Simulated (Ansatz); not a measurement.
**Hf-Sc-Hf stack of (100) layers: lattice stability ahead of a resistivity run**

The plan: relax Hf-Sc-Hf stack of (100) layers, check its phonons, and, if the lattice is stable, compute its Eliashberg function and ρ(T).

Program: Ansatz 0.2.0. Level of theory: DFT PBEsol, scalar-relativistic, plane waves, PAW; PAW set soft_1. Results are calculated unless marked as measured.

Most raw output is cut from this account.

## (1) Starting point

The cell holds 3 atoms: 2 Hf and 1 Sc. Cell: a = 3.283 Å, b = 3.283 Å, c = 15.643 Å, α = 90.0°, β = 90.0°, γ = 90.0°. Vacuum lies along c.

## (2) Rough relaxation

Large forces or a large pressure at the start call for a first relaxation with loose thresholds.

File input.yaml:

```yaml
crystal:
  lattice:
    - [3.28344, 0.0, 0.0]
    - [0.0, 3.28344, 0.0]
    - [0.0, 0.0, 15.64349]
  atoms:
    - { symbol: Hf, position: [0.0, 0.0, 0.351584] }
    - { symbol: Sc, position: [0.5, 0.5, 0.5] }
    - { symbol: Hf, position: [0.0, 0.0, 0.648416] }
  periodic: [true, true, false]
kpoints:
  mp_grid: { grid: [6, 6, 1] }
hamiltonian:
  xc: pbesol
  pseudopotentials: { kind: paw, azcp: { folder: soft_1 }, xc_functional: pbe }
scf:
  occupations: { method: gaussian, width: 0.1 }
output:
  forces: true
  stress: true
  eigenvalues: true
relax:
  adjacent_minimum: "off"
  f_tol: 0.05
  max_steps: 80
  cell: { stress_2d_tol: 0.02 }
```

Launch:

```bash
ansatz run input.yaml --threads 8 --pin off --max-ram 20480MiB --backend cpu --events-out ev --progress --plain --runs-dir out
```

Elapsed: 14 s, on 8 threads of Arm Neoverse V2, shared host; peak memory 0.97 GiB.

Relaxation path:

```
step  energy less that of the first step (eV)  largest force component (eV/Å)  volume (Å³)
   1                                   0.0000                          0.8462       356.71
   2                                  -0.6814                          0.1706       324.73
   3                                  -0.9232                          0.0987       292.38
   4                                  -0.9265                          0.0455       287.77
   5                                  -0.9275                          0.0009       289.38
  6*                                  -0.9261                          0.0007       289.38
   7                                  -0.9261                          0.0002       289.29
  8*                                  -0.9261                          0.0002       289.29
```

Relaxation steps marked * repeat the geometry before them on a plane-wave basis chosen anew for their cell, so energy and pressure can jump there.

Forces are held to the 16 operations that the run works with; a distortion that breaks them can't arise in this run.

```
cell as run  before  after  change
      a (Å)   3.283  2.957  -9.9 %
      b (Å)   3.283  2.957  -9.9 %
```

The atoms that moved most (Å, along periodic axes as changes of fractional coordinates times the final cell, across vacuum about the mean position):

```
atom     dx     dy      dz  length
 Hf1  0.000  0.000   0.048   0.048
 Hf3  0.000  0.000  -0.048   0.048
```

Final coordinates:

```cif
data_structure
_symmetry_space_group_name_H-M 'P 1'
_symmetry_Int_Tables_number 1
_cell_length_a 2.9569
_cell_length_b 2.9569
_cell_length_c 33.0870
_cell_angle_alpha 90.000
_cell_angle_beta 90.000
_cell_angle_gamma 90.000
_cell_volume 289.29
loop_
_atom_site_label
_atom_site_type_symbol
_atom_site_fract_x
_atom_site_fract_y
_atom_site_fract_z
_atom_site_occupancy
Hf1 Hf 0.00000 0.00000 0.16769 1
Sc2 Sc 0.50000 0.50000 0.23640 1
Hf3 Hf 0.00000 0.00000 0.30511 1
```

This step gave:

- metallic on mesh: yes
- gap on the k-mesh: 0 eV

The relaxation ends with a largest force component of 2.4e-4 eV/Å.

## (3) Relaxing cell and atoms

The structure is brought to rest under this functional.

input.yaml, the sections that differ from step 2:

```yaml
crystal:
  lattice:
    - [2.9568997853, 0.0, 0.0]
    - [0.0, 2.9568997853, 0.0]
    - [0.0, 0.0, 33.0869768474]
  atoms:
    - { symbol: Hf, position: [0.0, 0.0, 0.1676879111] }
    - { symbol: Sc, position: [0.5, 0.5, 0.2363995066] }
    - { symbol: Hf, position: [0.0, 0.0, 0.305111102] }
  periodic: [true, true, false]
kpoints:
  mp_grid: { grid: [10, 10, 1] }
output:
  forces: true
  stress: true
  eigenvalues: true
  write_density: true
  write_potential: true
  elf: true
  volumetric_format: npy
relax:
  adjacent_minimum: "off"
  f_tol: 0.005
  max_steps: 80
  cell: { stress_2d_tol: 0.02 }
# hamiltonian, scf: as in step 2
```

The job ended after 11 s (8 threads; peak memory 0.98 GiB; 81 s of CPU time).

Step by step:

```
step  energy less that of the first step (eV)  largest force component (eV/Å)  volume (Å³)
   1                                   0.0000                          0.0246       289.29
   2                                  -0.0002                          0.0350       288.21
   3                                  -0.0004                          0.0004       288.18
   4                                  -0.0004                          0.0004       288.18
```

The log counts 1 steps on a newly chosen plane-wave basis, not all of them marked here; energy and pressure can jump at such steps.

```
cell as run  before  after  change
      a (Å)   2.957  2.951  -0.2 %
      b (Å)   2.957  2.951  -0.2 %
```

The relaxed structure:

```cif
data_structure
_symmetry_space_group_name_H-M 'P 1'
_symmetry_Int_Tables_number 1
_cell_length_a 2.9512
_cell_length_b 2.9512
_cell_length_c 33.0870
_cell_angle_alpha 90.000
_cell_angle_beta 90.000
_cell_angle_gamma 90.000
_cell_volume 288.18
loop_
_atom_site_label
_atom_site_type_symbol
_atom_site_fract_x
_atom_site_fract_y
_atom_site_fract_z
_atom_site_occupancy
Hf1 Hf 0.00000 0.00000 0.16742 1
Sc2 Sc 0.50000 0.50000 0.23640 1
Hf3 Hf 0.00000 0.00000 0.30538 1
```

Valence density in the ca plane at fractional y = 1.000, with atoms of Hf within 0.2 Å of it. It is the smooth field of the valence electrons, not physical close to the nuclei.

Values in e/Å³, 5 rows by 16 columns, each cell a mean:
```
 0  0  0  0  0 15  2  0  0  4 14  0  0  0  0  0
 0  0  0  0  0  1  0  0  0  0  1  0  0  0  0  0
 0  0  0  0  0  0  0  0  0  0  0  0  0  0  0  0
 0  0  0  0  0  2  1  0  0  1  2  0  0  0  0  0
 0  0  0  0  1 26  3  0  0  6 24  0  0  0  0  0
```
Columns run along c (16.0 Å, from fractional 0.00 to 0.48 of the cell), rows up along a (3.0 Å). Atoms in or near the plane, at fractional coordinates: Hf at (0.17, 0.00), Hf at (0.31, 0.00).

ELF in the ca plane at fractional y = 1.000, with atoms of Hf within 0.2 Å of it. It is the smooth field of the valence electrons, not physical close to the nuclei.

Ten even steps from '0' (0.00) to '9' (0.86), each cell a mean:
```
00000000000016999623788622799851000000000000
00000000011114777324555532477631111000000000
00000000112222333355423454333222221000000000
00000000123443223676311467532234431100000000
00000000123332223466312466422223321000000000
00000000011112555335544543355421111000000000
00000000000015898523677632699841000000000000
00000000000026999623798623899951000000000000
```
Columns run along c (16.0 Å, from fractional 0.00 to 0.48 of the cell), rows up along a (3.0 Å). Atoms in or near the plane, at fractional coordinates: Hf at (0.17, 0.00), Hf at (0.31, 0.00).

Electrostatic potential energy in the ca plane at fractional y = 1.000, with atoms of Hf within 0.2 Å of it. With pseudopotentials it is smooth inside the atoms' cores, unlike the true potential.

Ten even steps from '0' (-37 eV) to '9' (0 eV), each cell a mean:
```
99999999999861010168999984011027899999999999
99999999999874101478999986300257999999999999
99999999999987555789888998755678999999999999
99999999999998778899888899877889999999999999
99999999999988767899888898876789999999999999
99999999999986323689999987522468999999999999
99999999999862000268999985100047899999999999
99999999999851131058999984023026899999999999
```
Columns run along c (16.0 Å, from fractional 0.00 to 0.48 of the cell; values clipped at the 3rd and 97th percentile), rows up along a (3.0 Å). Atoms in or near the plane, at fractional coordinates: Hf at (0.17, 0.00), Hf at (0.31, 0.00).

## (4) Relaxing tightly for phonons

Phonons are second derivatives about the minimum, so the remaining forces must be small: the thresholds are tightened.

input.yaml, the sections that differ from step 3:

```yaml
crystal:
  lattice:
    - [2.9512072824, 0.0, 0.0]
    - [0.0, 2.9512072824, 0.0]
    - [0.0, 0.0, 33.0869768474]
  atoms:
    - { symbol: Hf, position: [0.0, 0.0, 0.1674235106] }
    - { symbol: Sc, position: [0.5, 0.5, 0.2363995066] }
    - { symbol: Hf, position: [0.0, 0.0, 0.3053755025] }
  periodic: [true, true, false]
scf:
  occupations: { method: methfessel_paxton, width: 0.2 }
relax:
  adjacent_minimum: "off"
  f_tol: 0.001
  max_steps: 60
  cell: { stress_2d_tol: 0.002 }
# kpoints, hamiltonian, output: as in step 3
```

The job ended after 11 s (8 threads; peak memory 0.97 GiB; 77 s of CPU time).

Little changed from the start: no atom moved by 0.005 Å and no cell edge by 0.1 %.

ELF in the ca plane at fractional y = 0.000, with atoms of Hf within 0.2 Å of it. It is the smooth field of the valence electrons, not physical close to the nuclei.

Ten even steps from '0' (0.00) to '9' (0.86), each cell a mean:
```
00000000000016999623788622799851000000000000
00000000011114777324555532477631110000000000
00000000112222333355423454333222221000000000
00000000123443223576311467532234431100000000
00000000123332223466312466422223321000000000
00000000011112555335544543355421111000000000
00000000000015898523677632699841000000000000
00000000000026999623798623899951000000000000
```
Columns run along c (16.0 Å, from fractional 0.00 to 0.48 of the cell), rows up along a (3.0 Å). Atoms in or near the plane, at fractional coordinates: Hf at (0.17, 0.00), Hf at (0.31, 0.00).

Electrostatic potential energy in the ca plane at fractional y = 0.000, with atoms of Hf within 0.2 Å of it. With pseudopotentials it is smooth inside the atoms' cores, unlike the true potential.

Values in eV, 5 rows by 16 columns, each cell a mean:
```
  0   0   0  -1 -13 -34 -23  -2  -3 -26 -34 -11  -1   0   0   0
  0   0   0  -1  -6 -19  -9  -4  -4 -10 -18  -5  -1   0   0   0
  0   0   0  -1  -3  -8  -4  -5  -4  -5  -8  -3   0   0   0   0
  0   0   0  -1  -8 -27 -13  -3  -3 -16 -26  -6  -1   0   0   0
  0   0   0  -2 -16 -31 -25  -2  -3 -27 -32 -12  -1   0   0   0
```
Columns run along c (16.0 Å, from fractional 0.00 to 0.48 of the cell; values clipped at the 3rd and 97th percentile), rows up along a (3.0 Å). Atoms in or near the plane, at fractional coordinates: Hf at (0.17, 0.00), Hf at (0.31, 0.00).

Valence density in the ca plane at fractional y = 0.000, with atoms of Hf within 0.2 Å of it. It is the smooth field of the valence electrons, not physical close to the nuclei.

Ten steps, logarithmic in the rise over the least value, from '0' (0 e/Å³) to '9' (49 e/Å³), each cell a mean:
```
00000000000013797310000001588620000000000000
00000000000001454210000001245310000000000000
00000000000000111100000000111100000000000000
00000000000000000000000000000000000000000000
00000000000000111000000000111000000000000000
00000000000001232100000001133210000000000000
00000000000002676310000001477520000000000000
00000000000014898410000002599730000000000000
```
Columns run along c (16.0 Å, from fractional 0.00 to 0.48 of the cell), rows up along a (3.0 Å). Atoms in or near the plane, at fractional coordinates: Hf at (0.17, 0.00), Hf at (0.31, 0.00).

## (5) Lattice stability: q 2×2×1, k 6×6×1

Before any scattering is computed, the phonons show whether the structure is a minimum.

input.yaml, the sections that differ from step 4:

```yaml
crystal:
  lattice:
    - [2.9506360478, 0.0, 0.0]
    - [0.0, 2.9506360478, 0.0]
    - [0.0, 0.0, 33.0869768474]
  atoms:
    - { symbol: Hf, position: [0.0, 0.0, 0.1674373036] }
    - { symbol: Sc, position: [0.5, 0.5, 0.2363995066] }
    - { symbol: Hf, position: [0.0, 0.0, 0.3053617096] }
  periodic: [true, true, false]
kpoints:
  mp_grid: { grid: [6, 6, 1] }
output:
  eigenvalues: true
phonons:
  method: dfpt
  qmesh: [2, 2, 1]
  temperatures: { t_max: 1000, t_step: 50 }
  qpath:
    path: [[0.0, 0.0, 0.0], [0.0, 0.5, 0.0], [0.5, 0.5, 0.0], [0.0, 0.0, 0.0]]
    npoints: 10
# hamiltonian, scf: as in step 4
# relax: removed
```

Run time: 72 s. Hardware: 8 threads; peak memory 1.5 GiB; 8.6 min of CPU time.

This step gave:

```
zero-point energy                                                              : 0.06809 eV/cell
share of imaginary modes in the plain interpolation between solved wavevectors : 0.0074
highest frequency, solved or plainly interpolated                              : 276 cm⁻¹
```

Solved on the 2×2×1 mesh alone; all other wavevectors are interpolated. The phonon branches at the labelled points (cm⁻¹):

```
  point  branch 1  branch 2  branch 3  branch 4  branch 5  branch 6  branch 7  branch 8  branch 9
      Γ         0         0         0        59        59        86       165       165       200
halfway       -11        43        51        73        95        96       151       189       214
      X        12        17        57        81       116       131       136       178       256
halfway        42        64       105       108       135       140       191       217       266
      M        14        41       148       148       152       152       204       276       276
halfway        59        59       100       100       101       103       190       216       216
      Γ         0         0         0        59        59        86       165       165       200
```

Lowest modes at the softest wavevector of the mesh. Modes at q = (0.500, 0.000, 0.000), with each element's share of the kinetic energy:

```
mode  frequency (cm⁻¹)  Hf %  Sc %
   1              12.5   100     0
   2              16.6   100     0
   3              56.8   100     0
   4              81.3   100     0
   5             116.0    88    12
   6             130.9   100     0
```

Displacements in mode 1 (12.5 cm⁻¹), the largest set to 1, in the home cell:
```
Hf1 0.00 1.00 0.00
Sc2 0.00 0.00 0.00
Hf3 0.00 1.00 0.00
```

Displacements in mode 6 (130.9 cm⁻¹), the largest set to 1, in the home cell:
```
Hf1 1.00 0.00 0.00
Sc2 0.00 0.00 0.00
Hf3 1.00 0.00 0.00
```

The modes has structure finer than the step of the table below, so its rows give means over 10 cm⁻¹, whole bins alone (the curve runs from -20.8 to 293 cm⁻¹). Peaks (cm⁻¹: height): Hf 22.7: 0.0381, 62.2: 0.0788, 89.9: 0.0446, 123.5: 0.0488; Sc 165.0: 0.0187, 188.7: 0.0667, 200.5: 0.0505, 220.3: 0.0279, 242.0: 0.0207, 255.9: 0.0310.

Phonopy on the run's constants, 19x19x1 mesh, Gaussian sigma 2.2 cm⁻¹. Table of modes by wavenumber; means over each step; values in 1/cm⁻¹/cell:

```
wavenumber (cm⁻¹)       Hf       Sc
              -10  0.00495   4.5e-4
                0  0.00266   2.4e-4
               10  0.00444   2.1e-4
               20   0.0228  0.00140
               30   0.0237   7.2e-4
               40   0.0315  0.00107
               50   0.0639  0.00147
               60   0.0770  0.00126
               70   0.0693  0.00104
               80   0.0430   3.1e-4
               90   0.0357   3.0e-4
              100   0.0260   3.6e-4
              110   0.0406   8.9e-4
              120   0.0437  0.00149
              130   0.0461  0.00128
              140   0.0376  0.00788
              150   0.0153  0.00871
              160  0.00123   0.0175
              170  0.00114   0.0136
              180  0.00283   0.0364
              190  0.00439   0.0561
              200  0.00168   0.0396
              210   9.1e-5  0.00368
              220   2.4e-4   0.0185
              230   9.0e-5  0.00859
              240   8.4e-5   0.0170
              250   5.4e-5   0.0185
              260   2.2e-5   0.0234
              270   5.7e-6   0.0155
              280        0  0.00235
```

No LO-TO term; unit eigenvectors of the mass-weighted matrix. The modes at Γ (shares of kinetic energy by element, %):

```
mode  frequency (cm⁻¹)  symmetry  Hf %  Sc %
   1               0.0   unnamed    89    11
   2               0.0   unnamed    89    11
   3               0.0   unnamed    89    11
   4              58.6        Eg   100     0
   5              58.6        Eg   100     0
   6              86.0       A1g   100     0
   7             164.6        Eu    11    89
   8             164.6        Eu    11    89
   9             200.2       A2u    11    89
```

Displacements in mode 4 (58.6 cm⁻¹), the largest set to 1:
```
Hf1  0.00  1.00  0.00
Sc2  0.00  0.00  0.00
Hf3  0.00 -1.00  0.00
```

Displacements in mode 9 (200.2 cm⁻¹), the largest set to 1:
```
Hf1  0.00  0.00 -0.13
Sc2  0.00  0.00  1.00
Hf3  0.00  0.00 -0.13
```

Among the solved wavevectors the lowest mode, translations apart, is 12.5 cm⁻¹, so these are real on this k mesh.

## (6) Electron–phonon run: q 2×2×1, k 8×8×1, scattering 12×12×1

Phonons, couplings and the Boltzmann equation in one run.

Changes to input.yaml since step 5:

```diff
@@ -11,3 +11,3 @@
 kpoints:
-  mp_grid: { grid: [6, 6, 1] }
+  mp_grid: { grid: [8, 8, 1] }
 hamiltonian:
@@ -26 +26,4 @@
     npoints: 10
+  electrical_resistivity:
+    mesh: [12, 12, 1]
+    temperatures: [20.0, 50.0, 77.0, 100.0, 150.0, 200.0, 300.0, 400.0, 600.0, 800.0]
```

It took 1.8 min on 8 threads; peak memory 1.8 GiB.

The run ended with an error.

The program's message: “electrical resistivity: the mode of lowest frequency at the wavevector [0.0000, -0.5000, 0.0000] is imaginary, -28.89 cm⁻¹ (written negative): the force constants describe an unstable lattice; relax t …”

The run stops because a mode is imaginary on the scattering mesh, where no scattering rate is defined; denser k meshes, other smearings and, between solved wavevectors, finer q meshes show whether the instability is real.

## (7) Resistivity: q 4×4×1, k 12×12×1, scattering 20×20×1

The next rung changes the q mesh, which sets the reach of the force constants and couplings; the k mesh of the density and its response; the scattering mesh, which samples the Fermi surface.

Changes to input.yaml since step 6:

```diff
@@ -11,3 +11,3 @@
 kpoints:
-  mp_grid: { grid: [8, 8, 1] }
+  mp_grid: { grid: [12, 12, 1] }
 hamiltonian:
@@ -21,3 +21,3 @@
   method: dfpt
-  qmesh: [2, 2, 1]
+  qmesh: [4, 4, 1]
   temperatures: { t_max: 1000, t_step: 50 }
@@ -27,3 +27,3 @@
   electrical_resistivity:
-    mesh: [12, 12, 1]
+    mesh: [20, 20, 1]
     temperatures: [20.0, 50.0, 77.0, 100.0, 150.0, 200.0, 300.0, 400.0, 600.0, 800.0]
```

It took 9.9 min on 8 threads; peak memory 3.8 GiB.

The run ended with an error.

The program's message: “electrical resistivity: the mode of lowest frequency at the wavevector [-0.5000, -0.5000, 0.0000] is imaginary, -19.77 cm⁻¹ (written negative): the force constants describe an unstable lattice; relax …”

The run stops because a mode is imaginary on the scattering mesh, where no scattering rate is defined; denser k meshes, other smearings and, between solved wavevectors, finer q meshes show whether the instability is real.

## (8) What came out

- lowest mode solved in a later run, q 4×4×1, k 12×12×1, scattering 20×20×1: 19.8i cm⁻¹
- phonon run of the rows without a label of their own: PBEsol, q 2×2×1, k 6×6×1
- softest mode on the q mesh: 12.5 cm⁻¹ at q = (0.5, 0, 0)
- highest frequency, solved or plainly interpolated: 276 cm⁻¹

What this shows: No coupling constant or resistivity was obtained: the scattering run stopped at an imaginary mode. Spin–orbit coupling, left out here, matters for Hf. The PAW files were made for PBE; under other functionals the run regenerates their frozen core. The structure was built by hand as an ordered model, and its stability against other phases was not tested.

[Logs are printed without paths, hosts, clocks, repeated set-up lines and the standing remarks that a program may print on its own settings, such as how far it seeks lower states.]

[Hosts, paths, dates, database ids (printed as entryN), source tags and the programs' standing remarks are cut or masked in the printed files.]
